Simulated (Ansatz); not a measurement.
Planning a run of Ansatz 0.2.0 on CO2 (Pa-3). The input:

```yaml
crystal:
  lattice:
    - [5.49707328, 0.0, 0.0]
    - [0.0, 5.49707328, 0.0]
    - [0.0, 0.0, 5.49707328]
  atoms:
    - { symbol: C, position: [0.0, 0.0, 0.0] }
    - { symbol: C, position: [0.5, 0.0, 0.5] }
    - { symbol: C, position: [0.5, 0.5, 0.0] }
    - { symbol: C, position: [0.0, 0.5, 0.5] }
    - { symbol: O, position: [0.12253698, 0.12253698, 0.12253698] }
    - { symbol: O, position: [0.37746302, 0.87746302, 0.62253698] }
    - { symbol: O, position: [0.62253698, 0.37746302, 0.87746302] }
    - { symbol: O, position: [0.87746302, 0.62253698, 0.37746302] }
    - { symbol: O, position: [0.87746302, 0.87746302, 0.87746302] }
    - { symbol: O, position: [0.62253698, 0.12253698, 0.37746302] }
    - { symbol: O, position: [0.37746302, 0.62253698, 0.12253698] }
    - { symbol: O, position: [0.12253698, 0.37746302, 0.62253698] }
kpoints:
  mp_grid: { grid: [4, 4, 4] }
hamiltonian:
  xc: pbe
  pseudopotentials: { kind: paw, azcp: { folder: soft_1 } }
scf:
  occupations: { method: fixed }
gw:
  n_empty_bands: 149
  ecut_chi: 54
  qp_bands: [v4, c4]
  qp_kpoints: band_edges
  screening: { model: contour_deformation }
```

```sh
ansatz run input.yaml --threads 4 --pin off --max-ram 138240MiB --backend cuda --events-out ev --progress --plain --runs-dir out --devices 1 --max-vram 26GiB
```

How long will it take on 1 × NVIDIA H100 80GB HBM3 (shared by 3 runs) with 4 threads of AMD EPYC 7R13 (Zen 3), shared host, and how much memory?

It took 20 s; on shared hardware allow 9.8 s to 39 s. Peak host memory was 1.2 GiB. The sizes that set the cost: 3239 plane waves a state, 11 irreducible k points, 181 bands summed, 147 plane waves in the screening and 8 SCF cycles.

The screening grows as filled bands × empty bands × pairs of k points, times the square of the screening basis for the matrix.

[Paths, hosts, dates, memory and timing lines, banners, echoed tables and standing remarks are left out of the program output.]

[Logs are printed without paths, hosts, clocks, repeated set-up lines and the standing remarks that a program may print on its own settings, such as how far it seeks lower states.]

[Runs of the session that timed out or met a known fault of the program may be left out.]

[Cells called generated may have been cut or substituted from an entry of the Crystallography Open Database or the Materials Project.]

[Hosts, paths, dates, database ids (printed as entryN), source tags and the programs' standing remarks are cut or masked in the printed files.]
